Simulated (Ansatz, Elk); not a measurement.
# How far do independent atoms describe Co2P2Ru?

Structure refinements treat a crystal as free atoms side by side. For a made-up structure of Co2P2Ru (cell and positions from a PBE relaxation) the runs below show what the calculated density changes in F(hkl).

Main program and level: Elk 11.2.3 (patched build); DFT, PBE, all-electron APW+lo, Dirac cores, scalar-relativistic bands, static density, no spin.

The structure was built from a prototype and need not be the compound's stable phase.

## (1) The structure

Symmetry: I4/mmm, No. 139, tetragonal system. Conventional cell: a = 3.605 Å, b = 3.605 Å, c = 9.147 Å, α = 90.00°, β = 90.00°, γ = 90.00°. Nearest to Ru lie 8 P at 2.76 Å and 8 Co at 2.91 Å. Co has 4 P at 2.18 Å and 4 Co at 2.55 Å and 4 Ru at 2.91 Å nearest. P has 1 P at 2.13 Å and 4 Co at 2.18 Å and 4 Ru at 2.76 Å nearest. Farther neighbours are not listed.

## (2) Ground state and structure factors

An all-electron density is needed, since X-rays see the cores too. Task 0 finds the density and task 195 Fourier-transforms it; tshift is off so that phases refer to the origin typed.

elk.in

```
tasks
  0
  195

xctype
  20

spinpol
  .false.

rgkmax
  7.0

gmaxvr
  14.0

lmaxo
  7

lmaxapw
  8

swidth
  0.002

tshift
  .false.

ramdisk
  .false.

hmaxvr
  5.5

maxscl
  120

epspot
  1e-06

sppath
  './'

avec
  -3.40640242540 3.40640242540 8.64287167517
  3.40640242540 -3.40640242540 8.64287167517
  3.40640242540 3.40640242540 -8.64287167517

atoms
  3
  'Ru.in'
  1
  -0.0000000000 -0.0000000000 0.0000000000   0.000000 0.000000 0.000000
  'Co.in'
  2
  0.2500000000 0.7500000000 0.5000000000   0.000000 0.000000 0.000000
  0.7500000000 0.2500000000 0.5000000000   0.000000 0.000000 0.000000
  'P.in'
  2
  0.3834167644 0.3834167644 -0.0000000000   0.000000 0.000000 0.000000
  0.6165832356 0.6165832356 -0.0000000000   0.000000 0.000000 0.000000

ngridk
  9 9 9
```

On the command line:

```sh
$ OMP_NUM_THREADS=4 elk
```

Numbers of over 12 decimals in the logs are rounded to 6 here.

Output:

```text
┌─────────────────────────┐
│ Elk code version 11.2.3 │
└─────────────────────────┘

All units are atomic (Hartree, Bohr, etc.)

┌─────────────────────────────────────────────────┐
│ Ground-state run starting from atomic densities │
└─────────────────────────────────────────────────┘

Lattice vectors :
  -3.406402425       3.406402425       8.642871675
   3.406402425      -3.406402425       8.642871675
   3.406402425       3.406402425      -8.642871675

Reciprocal lattice vectors :
  0.7941250481E-17  0.9222611604      0.3634894479
  0.9222611604      0.7941250481E-17  0.3634894479
  0.9222611604      0.9222611604     -0.6538252017E-17

Unit cell volume      :    401.1529247
Brillouin zone volume :   0.6183432756

Muffin-tin inner radius fraction :   0.1000000000E-01

Nuclei treated as point charges

Species : 1 (Ru)
 parameters loaded from : Ru.in
 name : ruthenium
 nuclear charge    :   -44.00000000
 electronic charge :    44.00000000
 atomic mass :    184239.3393
 muffin-tin radius :    2.600000000
 number of radial points in muffin-tin :   1193
 inner part over the whole radius :   0.9963931919E-02
 number on inner part of muffin-tin    :    849
 approximate nuclear radius :   0.8462081736E-04
 number of mesh points to nuclear radius :    422
 atomic positions (lattice), magnetic fields (Cartesian) :
  1 :   0.00000000  0.00000000  0.00000000    0.00000000  0.00000000  0.00000000

Species : 2 (Co)
 parameters loaded from : Co.in
 name : cobalt
 nuclear charge    :   -27.00000000
 electronic charge :    27.00000000
 atomic mass :    107428.6517
 muffin-tin radius :    2.120168785
 number of radial points in muffin-tin :    993
 inner part over the whole radius :   0.9893757127E-02
 number on inner part of muffin-tin    :    698
 approximate nuclear radius :   0.7243775530E-04
 number of mesh points to nuclear radius :    336
 atomic positions (lattice), magnetic fields (Cartesian) :
  1 :   0.25000000 -0.25000000  0.50000000    0.00000000  0.00000000  0.00000000
  2 :  -0.25000000  0.25000000  0.50000000    0.00000000  0.00000000  0.00000000

Species : 3 (P)
 parameters loaded from : P.in
 name : phosphorus
 nuclear charge    :   -15.00000000
 electronic charge :    15.00000000
 atomic mass :    56461.71230
 muffin-tin radius :    1.943488053
 number of radial points in muffin-tin :    793
 inner part over the whole radius :   0.9979119619E-02
 number on inner part of muffin-tin    :    552
 approximate nuclear radius :   0.6081821256E-04
 number of mesh points to nuclear radius :    250
 atomic positions (lattice), magnetic fields (Cartesian) :
  1 :   0.38341676  0.38341676  0.00000000    0.00000000  0.00000000  0.00000000
  2 :  -0.38341676 -0.38341676  0.00000000    0.00000000  0.00000000  0.00000000

Total number of atoms per unit cell :    5
Total muffin-tin volume :    214.9623607
 ratio of muffin-tin to unit cell volume :   0.5358613821

Spin treatment :
 spin-unpolarised

Number of Bravais lattice symmetries :   16
Number of crystal symmetries         :   16
Crystal has inversion symmetry
Real symmetric eigensolver will be used

k-point grid :      9     9     9
k-point offset :    0.000000000       0.000000000       0.000000000
k-point set is reduced with full crystal symmetry group
Total number of k-points :       75

Muffin-tin radius times maximum |G+k| :    7.000000000
 using average radius
Maximum |G+k| for APW functions       :    3.262699410
Maximum (1/2)|G+k|²                   :    5.322603719
Maximum |G| for potential and density :    14.00000000
Constant for pseudocharge density :    9
 order of it for each species :   16  16  16
 order of it for pair densities of each species (exact exchange by exxq0 0: 17) :   14   9   7
Radial integration step length :    1

G-vector grid sizes :     45    45    45
Number of G-vectors :    18595

Maximum angular momentum used for
 APW functions            :    8
 outer part of muffin-tin :    7
 inner part of muffin-tin :    2

Total nuclear charge    :   -128.0000000
[...]
electron entropic           :    -0.11951540351979E-02
 total energy                :     -8002.4111845492

Density of states at Fermi energy :    87.01336893
 (states/Hartree/unit cell)

Estimated indirect band gap :   0.1515983623E-02
 from k-point 65 to k-point 69
Estimated direct band gap   :   0.6072308518E-02
 at k-point 52

Charges :
 core                        :    72.00000000
 valence                     :    56.00000000
 interstitial                :    8.218476745
 muffin-tins (core leakage)
  species : 1 (Ru)
   atom 1                    :    40.02743333     ( -0.2956547469E-06)
  species : 2 (Co)
[...]
species : 3 (P)
[...]
total in muffin-tins        :    119.7815233
 total calculated charge     :    127.9927469
 total charge                :    128.0000000
 error                       :   0.7253093827E-02

RMS change in Kohn-Sham potential (target) :   0.8788867606     (  0.1000000000E-05)
Absolute change in total energy (target)   :   0.8223293494     (  0.1000000000E-03)

[... loops 3 to 19 left out ...]

┌──────────────────┐
│ Loop number : 20 │
└──────────────────┘

Energies :
 Fermi                       :     0.422891
 sum of occupied eigenvalues :     -4673.4353515116
 electron kinetic            :      8229.8648391840
 core electron kinetic       :      7811.6248091445
 Coulomb                     :     -15932.932457092
 Coulomb potential           :     -12513.327929156
 nuclear-nuclear             :     -1194.0447321156
 electron-nuclear            :     -17001.148242610
 Hartree                     :      2262.2605176330
 Madelung                    :     -9676.2684925140
 xc potential                :     -389.97226153933
 exchange                    :     -293.80260746558
 correlation                 :     -6.155705
 electron entropic           :    -0.11527732358651E-02
 total energy                :     -8003.0270828302

Density of states at Fermi energy :    80.30686358
 (states/Hartree/unit cell)

Estimated indirect band gap :   0.5912341035E-03
 from k-point 55 to k-point 71
Estimated direct band gap   :   0.3340166409E-02
 at k-point 55

Charges :
 core                        :    72.00000000
 valence                     :    56.00000000
 interstitial                :    8.003735252
 muffin-tins (core leakage)
  species : 1 (Ru)
[...]
species : 2 (Co)
[...]
species : 3 (P)
[...]
total in muffin-tins        :    119.9962647
 total calculated charge     :    127.9929297
 total charge                :    128.0000000
 error                       :   0.7070252427E-02

RMS change in Kohn-Sham potential (target) :   0.1356210921E-06 (  0.1000000000E-05)
Absolute change in total energy (target)   :   0.3617558559E-04 (  0.1000000000E-03)

Convergence targets achieved

┌──────────────────┐
│ Loop number : 21 │
└──────────────────┘

Energies :
 Fermi                       :     0.422891
 sum of occupied eigenvalues :     -4673.4353508891
 electron kinetic            :      8229.8648374834
 core electron kinetic       :      7811.6248101046
 Coulomb                     :     -15932.932453935
 Coulomb potential           :     -12513.327929544
 nuclear-nuclear             :     -1194.0447321156
 electron-nuclear            :     -17001.148236001
 Hartree                     :      2262.2605141813
 Madelung                    :     -9676.2684891635
 xc potential                :     -389.97225882845
 exchange                    :     -293.80260717218
 correlation                 :     -6.155705
 electron entropic           :    -0.11527727836958E-02
 total energy                :     -8003.0270810761

Density of states at Fermi energy :    80.30682938
 (states/Hartree/unit cell)

Estimated indirect band gap :   0.5912427206E-03
 from k-point 55 to k-point 71
Estimated direct band gap   :   0.3340173937E-02
 at k-point 55

Charges :
 core                        :    72.00000000
 valence                     :    56.00000000
 interstitial                :    8.003735215
 muffin-tins (core leakage)
  species : 1 (Ru)
[...]
species : 2 (Co)
[...]
atom 2                    :    25.85104758     (  0.2053044237E-02)
  species : 3 (P)
   atom 1                    :    12.71403769     (  0.1403373177E-02)
   atom 2                    :    12.71403769     (  0.1403373177E-02)
 total in muffin-tins        :    119.9962648
 total calculated charge     :    127.9929297
 total charge                :    128.0000000
 error                       :   0.7070252514E-02

┌──────────────────────────────┐
│ Self-consistent loop stopped │
└──────────────────────────────┘

Warning : core states of species 2 leak from the muffin-tin :   0.2053044237E-02

Warning : core states of species 3 leak from the muffin-tin :   0.1403373177E-02

Wrote STATE.OUT
```

Run time: 66 s. Hardware: 4 threads of Arm Neoverse V1, shared host; peak memory 0.17 GiB; 3.9 min of CPU time.

SFACRHO.OUT:

```text

h k l indices transformed by vhmat matrix:
   1.000000000       0.000000000       0.000000000    
   0.000000000       1.000000000       0.000000000    
   0.000000000       0.000000000       1.000000000    

      h      k      l  multipl.   |H|            Re(F)            Im(F)           |F|

      0      0      0      1   0.0000000       128.00000      0.13256463E-16   128.00000    
      1      1     -1      2  0.72697890      -6.3750604      0.13917788E-13   6.3750604    
      0      1      0      8  0.99130733       20.516320      -0.0000000       20.516320    
      0      0      1      4   1.3042742       13.443321      0.52633975E-14   13.443321    
      2      1     -2      8   1.4281761       45.929426     -0.55671152E-14   45.929426    
      2      2     -2      2   1.4539578       55.305602     -0.10090396E-13   55.305602    
     -2      0      1      8   1.4931944       76.035527      0.13917788E-14   76.035527    
     -1      1     -1      4   1.8445223       85.254870      0.36454240E-14   85.254870    
     -2     -2      1      8   1.9532344      -22.297067     -0.42101308E-13   22.297067    
     -2      0      2      8   1.9826147      -3.5049622      0.13917788E-14   3.5049622    
      2      3     -3      8   2.0380579       44.055112     -0.13221899E-13   44.055112    
      1     -2      0     16   2.0940279       16.696327     -0.27835576E-14   16.696327    
     -3     -3      3      2   2.1809367      -9.5478232      0.83506728E-14   9.5478232    
     -1     -2      0     16   2.3327986       36.846097      0.55671152E-14   36.846097    
      1      3     -1      8   2.3486711       43.949214     -0.20876682E-13   43.949214    
     -2     -4      3      8   2.5411840       52.004064     -0.13917788E-14   52.004064    
      2     -2      0      4   2.6085485       71.007810      0.86873053E-15   71.007810    
     -3     -4      4      8   2.7064128       19.504329      -0.0000000       19.504329
```

Elk indexes on the primitive cell of elk.in and gives |H| = 4π sin θ/λ in inverse bohr. Below, one row stands for each form hkl of the conventional cell (m members, Friedel mates merged), F is for one primitive cell and the density is static (no thermal factor). Free-atom factors are Waasmaier and Kirfel's, and R is Σm||F|−|F'||/Σm|F|.

| hkl | m | sin θ/λ (Å⁻¹) | abs F, DFT | neutral atoms | diff. |
| --- | --- | --- | --- | --- | --- |
| 002 | 2 | 0.109 | 6.375 | 5.830 | +0.545 |
| 101 | 8 | 0.149 | 20.516 | 20.683 | -0.167 |
| 110 | 4 | 0.196 | 13.443 | 13.677 | -0.233 |
| 103 | 8 | 0.215 | 45.929 | 45.993 | -0.063 |
| 004 | 2 | 0.219 | 55.306 | 55.531 | -0.226 |
| 112 | 8 | 0.225 | 76.035 | 76.272 | -0.237 |
| 200 | 4 | 0.277 | 85.255 | 85.677 | -0.422 |
| 114 | 8 | 0.294 | 22.297 | 22.636 | -0.339 |
| 202 | 8 | 0.298 | 3.505 | 3.763 | -0.258 |
| 105 | 8 | 0.306 | 44.055 | 44.342 | -0.287 |
| 211 | 16 | 0.315 | 16.696 | 16.669 | +0.027 |
| 006 | 2 | 0.328 | 9.548 | 10.191 | -0.643 |
| 213 | 16 | 0.351 | 36.846 | 37.041 | -0.195 |
| 204 | 8 | 0.353 | 43.949 | 43.985 | -0.036 |

## (3) The highest occupied states alone

An energy window below the Fermi level keeps the highest occupied states, to see at which angles they scatter; shallow core shells can lie inside it and anion s states outside. No new self-consistency is needed.

Edit elk.in of step 2 so:

```diff
@@ -1,3 +1,2 @@
 tasks
-  0
   195
@@ -40,2 +39,5 @@
 
+wsfac
+  0.055400 0.722890
+
 sppath
```

On the command line:

```sh
$ OMP_NUM_THREADS=4 elk
```

Output:

```text
┌─────────────────────────────────┐
│ Elk code version 11.2.3 started │
└─────────────────────────────────┘

Info(readinput): the functional depends on the density's gradient
 muffin-tin radial points multiplied by    2.00000
 (not where nrmtscf is given)

┌────────────────────┐
│ Current task : 195 │
└────────────────────┘
Info(checkmt): changed muffin-tin radius of species 2 (Co) from   2.4000 to   2.1202
Info(checkmt): changed muffin-tin radius of species 3 (P) from   2.2000 to   1.9435

Info(sfacrho): density structure factors written to SFACRHO.OUT

 Energy window :   0.5540000000E-01  0.7228900000

┌──────────────────┐
│ Elk code stopped │
└──────────────────┘
```

Wall time 9.2 s (4 threads); peak memory 0.16 GiB; 14 s of CPU time.

States within 10 eV below the Fermi level hold 32.00 electrons; any levels below the window count with the cores. Their amplitudes can exceed the total, where window and core parts have opposite phase:

| hkl | sin θ/λ (Å⁻¹) | abs F, window | abs F, all |
| --- | --- | --- | --- |
| 002 | 0.109 | 8.305 | 6.375 |
| 101 | 0.149 | 2.255 | 20.516 |
| 110 | 0.196 | 6.079 | 13.443 |
| 103 | 0.215 | 2.853 | 45.929 |
| 004 | 0.219 | 10.169 | 55.306 |
| 112 | 0.225 | 10.864 | 76.035 |
| 200 | 0.277 | 8.046 | 85.255 |
| 114 | 0.294 | 5.370 | 22.297 |
| 202 | 0.298 | 5.293 | 3.505 |
| 105 | 0.306 | 0.724 | 44.055 |

## (4) Another functional

The difference from free atoms is small, so it is set against the change that PBEsol makes.

Edit elk.in of step 3 so:

```diff
@@ -1,2 +1,3 @@
 tasks
+  0
   195
@@ -4,3 +5,3 @@
 xctype
-  20
+  22
 
@@ -39,5 +40,2 @@
 
-wsfac
-  0.055400 0.722890
-
 sppath
```

On the command line:

```sh
$ OMP_NUM_THREADS=4 elk
```

Output:

```text
┌─────────────────────────┐
│ Elk code version 11.2.3 │
└─────────────────────────┘

All units are atomic (Hartree, Bohr, etc.)

┌─────────────────────────────────────────────────┐
│ Ground-state run starting from atomic densities │
└─────────────────────────────────────────────────┘

Lattice vectors :
  -3.406402425       3.406402425       8.642871675
   3.406402425      -3.406402425       8.642871675
   3.406402425       3.406402425      -8.642871675

Reciprocal lattice vectors :
  0.7941250481E-17  0.9222611604      0.3634894479
[...]
species : 3 (P)
   atom 1                    :    12.70559930     (  0.1418495465E-02)
   atom 2                    :    12.70559930     (  0.1418495465E-02)
 total in muffin-tins        :    119.9824060
 total calculated charge     :    127.9928142
 total charge                :    128.0000000
 error                       :   0.7185755571E-02

┌──────────────────────────────┐
│ Self-consistent loop stopped │
└──────────────────────────────┘

Warning : core states of species 2 leak from the muffin-tin :   0.2094089990E-02

Warning : core states of species 3 leak from the muffin-tin :   0.1418495465E-02

Wrote STATE.OUT
[key lines of the parts left out:]
total energy                :     -7997.1692410406
```

It took 60 s on 4 threads; peak memory 0.17 GiB; 3.5 min of CPU time.

Against the first run R = 0.03 %; the largest change is -0.029 at 112.

## (5) Basis size

A smaller basis shows how fast F responds to it; the change is likely larger than the basis error of the first run, but doesn't show convergence.

Edit elk.in of step 4 so:

```diff
@@ -5,3 +5,3 @@
 xctype
-  22
+  20
 
@@ -11,3 +11,3 @@
 rgkmax
-  7.0
+  5.5
```

On the command line:

```sh
$ OMP_NUM_THREADS=4 elk
```

Output:

```text
┌─────────────────────────┐
│ Elk code version 11.2.3 │
└─────────────────────────┘

All units are atomic (Hartree, Bohr, etc.)

┌─────────────────────────────────────────────────┐
│ Ground-state run starting from atomic densities │
└─────────────────────────────────────────────────┘

Lattice vectors :
  -3.406402425       3.406402425       8.642871675
   3.406402425      -3.406402425       8.642871675
   3.406402425       3.406402425      -8.642871675

Reciprocal lattice vectors :
  0.7941250481E-17  0.9222611604      0.3634894479
[...]
species : 3 (P)
   atom 1                    :    12.69720933     (  0.1399049583E-02)
   atom 2                    :    12.69720933     (  0.1399049583E-02)
 total in muffin-tins        :    119.7774336
 total calculated charge     :    127.9933000
 total charge                :    128.0000000
 error                       :   0.6700039991E-02

┌──────────────────────────────┐
│ Self-consistent loop stopped │
└──────────────────────────────┘

Warning : core states of species 2 leak from the muffin-tin :   0.2045750592E-02

Warning : core states of species 3 leak from the muffin-tin :   0.1399049583E-02

Wrote STATE.OUT
[key lines of the parts left out:]
total energy                :     -8002.8563513302
```

The job ended after 57 s (4 threads; peak memory 0.16 GiB; 3.2 min of CPU time).

Against the first run R = 0.06 %; the largest change is +0.108 at 008.

## (6) Settings against the effect

| run | R against the first run (%) | R against neutral atoms, low angle (%) | wall time |
| --- | --- | --- | --- |
| PBE, rgkmax 7 | 0.00 | 0.68 | 66 s |
| PBEsol | 0.03 | 0.72 | 60 s |
| rgkmax 5.5 | 0.06 | 0.74 | 57 s |

## (7) Results

- R against neutral atoms, sin θ/λ < 0.3 Å⁻¹: 0.68 %
- R against neutral atoms, 0.3 to 0.83 Å⁻¹: 0.28 %

Independent neutral atoms miss the calculated amplitudes by R = 0.68 % below 0.3 Å⁻¹ and 0.28 % from there to 0.83 Å⁻¹; by shells, 1.37 % below 0.15 Å⁻¹ (2 forms), 0.61 % 0.15 to 0.3 (7 forms), 0.38 % 0.3 to 0.45 (16 forms), 0.26 % above 0.45 (82 forms). Bonding, aspherical density and the tables' own atoms all enter these figures, and the runs don't part them. The largest change of an amplitude is -0.64 electrons, at 006. The window's part falls from 32.0 electrons at the origin to at most 3.19 between 0.45 and 0.83 Å⁻¹, where compact states inside the window still scatter. Below 0.3 Å⁻¹ the changes that finished (PBEsol and rgkmax 5.5) move F by R = 0.08 % at most, against the 0.68 % that separates it from free atoms. The k-mesh has no finished test. These runs have no spin, though d or f shells may be open. Part of the difference isn't bonding: the tables are fits to free atoms and ions calculated by other methods than this functional. Thermal motion, anomalous dispersion and extinction are left out.

[Logs are printed without paths, hosts, clocks, repeated set-up lines and the standing remarks that a program may print on its own settings, such as how far it seeks lower states.]

[Hosts, paths, dates, database ids (printed as entryN), source tags and the programs' standing remarks are cut or masked in the printed files.]
